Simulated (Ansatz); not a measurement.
**CsPbCl3 (Pm-3m): a many-body input that goes wrong, and its mend**

Aim: the G0W0 gap of CsPbCl3 (Pm-3m). The first input has a fault.

Program: Ansatz 0.2.0. Level of theory: G0W0 on PBE, plane waves, PAW. Results are calculated unless marked as measured.

## 1. Starting point

Symmetry: Pm-3m, No. 221, cubic system. The conventional cell has a = 5.605 Å, b = 5.605 Å, c = 5.605 Å, α = 90.00°, β = 90.00°, γ = 90.00°. Cs has 12 Cl at 3.96 Å nearest. Nearest to Pb lie 6 Cl at 2.80 Å. Nearest to Cl lie 2 Pb at 2.80 Å and 4 Cs at 3.96 Å. Farther neighbours and most contacts between anions are not listed.

The cell and positions come from the Crystallography Open Database and are kept as given unless a step says otherwise. Spin-orbit coupling is left out unless a step names it. The default PAW set here is soft_2. Its files were made with PBE.

## 2. First try

Contents of input.yaml:

```yaml
crystal:
  lattice:
    - [5.605, 0.0, 0.0]
    - [0.0, 5.605, 0.0]
    - [0.0, 0.0, 5.605]
  atoms:
    - { symbol: Cs, position: [0.0, 0.0, 0.0] }
    - { symbol: Pb, position: [0.5, 0.5, 0.5] }
    - { symbol: Cl, position: [0.5, 0.5, 0.0] }
    - { symbol: Cl, position: [0.0, 0.5, 0.5] }
    - { symbol: Cl, position: [0.5, 0.0, 0.5] }
kpoints:
  mp_grid: { grid: [2, 2, 2] }
hamiltonian:
  xc: pbe
scf:
  occupations: { method: fixed }
gw:
  n_empty_bands: 4
  ecut_chi: 60
  qp_bands: [v1, c9]
  qp_kpoints: band_edges
  screening: { model: contour_deformation }
```

Started as:

```
> ansatz run input.yaml --threads 3 --pin off --max-ram 64512MiB --backend cuda --events-out ev --progress --plain --runs-dir out --devices 1 --max-vram 24GiB  # rebuilt from the run's record
```

Numbers of over 12 decimals in the logs are rounded to 6 here.

Output:

```text
Error: invalid value for `gw.qp_bands`: [v1, c9] must end among the 26 bands that are solved (gw.n_empty_bands), of which c4 is the highest
```

Wall time 0.09 s (3 threads of AMD EPYC 7R13 (Zen 3), shared host); peak memory 0.12 GiB.

**What went wrong?**

The input was rejected at the start.

The program's message: “Error: invalid value for `gw.qp_bands`: [v1, c9] must end among the 26 bands that are solved (gw.n_empty_bands), of which c4 is the highest”

The fault: window above the summed bands. Levels can be corrected only among the bands that are solved.

## 3. A better input

Now the one-shot GW correction: screening in the RPA, then the self-energy of the levels asked for.

input.yaml: that of step 2 with these lines changed.

```diff
@@ -18,5 +18,5 @@
 gw:
-  n_empty_bands: 4
-  ecut_chi: 60
-  qp_bands: [v1, c9]
+  n_empty_bands: 486
+  ecut_chi: 114
+  qp_bands: [v2, c2]
   qp_kpoints: band_edges
```

Output:

```text
GPUs: using 1 of 1 available (devices: 1).
[...]
concurrent solve slots: 2 of 3 are kept, ahead of what memory takes: no pass of the eigensolver takes more rounds on 2
device memory: the entry about to start is reckoned to put 1.3 GiB on a device that reports 67.7 GiB free (of which the cap on the GPU budget leaves the run 24.0 GiB)
GPU FFT provider: cuFFT
GPU libraries: cuBLAS 13.8.2, cuFFT 12.4.0, cuSOLVER 12.3.4
Crystal: 5 atoms, lattice volume = 176.087 Å³
Basis set: ecut = 420 eV, 3407 PW (Γ)
Bands: 27, of which v1, the nominal top of the filled ones, is band 22 counted from 1 (21 counted from 0)
Symmetry: 48 space group operations
[...]
k-points: 4 of 8
[...]
GPU buffer pool allocated for 64000 grid points (all kernels)
GPU transforms: local potential and band sums: pruned to the plane-wave sphere, on 40×40×40
[...]
0    21      1.6406   -20.6671     3.3727   -16.2362  0.7213     0.5357     0.5825  root
     0    22      1.6406   -20.6671     3.3727   -16.2362  0.7213     0.5357     0.5825  root
     0    23      7.4768    -3.6993    -3.6029    -7.4098  0.7991     7.5847     7.5843  root
     0    24      8.4138    -3.4619    -3.5678    -7.2804  0.7986     8.6662     8.6646  root
     1    21      1.5286   -20.3576     3.4128   -15.8569  0.7204     0.3903     0.4406  root
     1    22      2.4653   -21.2287     2.5147   -17.8419  0.7365     1.5660     1.5931  root
     1    23      7.1024    -9.1811    -3.8748   -13.5979  0.7658     7.6535     7.6445  root
     1    24      8.8166    -4.4340    -3.7025    -8.4350  0.7916     9.1177     9.1152  root
[...]
3    21      1.9626   -20.9290     3.3510   -16.5120  0.7235     0.8503     0.8966  root
     3    22      4.1396   -21.1093     1.6728   -18.7351  0.7517     3.4233     3.4381  root
     3    23      6.0116    -7.5597    -3.7116   -11.6746  0.7781     6.4194     6.4149  root
     3    24      6.0116    -7.5597    -3.7116   -11.6746  0.7781     6.4194     6.4149  root
[key lines of the parts left out:]
SCF converged after 6 iterations
Free energy (F): -20822.701570 eV
Fermi energy:    4.139591 eV
```

Wall time 8.9 s (1 × NVIDIA H100 80GB HBM3 (shared by 3 runs) with 3 threads); peak memory 1.4 GiB.

Reading the cycles: dr2 is the Hartree energy of the density residual (eV), the measure of convergence; HF is the Harris–Foulkes estimate of the energy, which meets the free energy F at convergence.

Numbers from this step:

```
bands summed                                 : 508
RPA ε∞ on this mesh (eigenvalues)            : 7.658, 7.658, 7.658
plane waves in the screening matrix          : 461
q-points in the mesh                         : 8
G0W0 gap on the mesh                         : 2.977 eV
k of the valence top                         : -0.5, -0.5, -0.5
k of the conduction bottom                   : -0.5, -0.5, -0.5
starting gap on the mesh                     : 1.872 eV
Z at the valence top                         : 0.7517
Z at the conduction bottom                   : 0.7781
least direct G0W0 gap on the computed points : 2.977 eV
```

The gap on the mesh goes from 1.87 eV to 2.98 eV, a correction of +1.10 eV. Between the two edge states, bare exchange in place of the xc potential would open the gap by 6.49 eV, and correlation takes back 5.38 eV.

## 4. What came out

```
first try  : refused after 0.09 s
better run : G0W0 gap on the mesh 2.98 eV (2×2×2 mesh, 486 empty bands, screening to 114 eV)
```

The second run differs in: empty bands, screening cutoff (eV) and levels asked. Bands and cutoff are finite, so the gap is not at the basis limit. The miss can reach some tenths of an eV and take either sign; the mesh is an error of its own. The 2×2×2 mesh is coarse for this cell (its supercell is 11 Å along the shortest edge). The RPA ε∞ on it, from the PBE start, is 7.66; such meshes misread the long-range screening, most where the gap is narrow. Where an edge is built on 6p states of lead, bismuth or thallium, scalar-relativistic gaps usually stand too wide, by a few tenths to over one eV. This is the ideal cubic cell; many perovskites, halides above all, are cubic only on average, and local tilts or off-centring can widen the gap. The many-body steps are scalar-relativistic: spin-orbit coupling is not in them.

[Paths, hosts, dates, memory and timing lines, banners, echoed tables and standing remarks are left out of the program output.]

[Logs are printed without paths, hosts, clocks, repeated set-up lines and the standing remarks that a program may print on its own settings, such as how far it seeks lower states.]

[Runs of the session that timed out or met a known fault of the program may be left out.]

[Cells called generated may have been cut or substituted from an entry of the Crystallography Open Database or the Materials Project.]

[Hosts, paths, dates, database ids (printed as entryN), source tags and the programs' standing remarks are cut or masked in the printed files.]
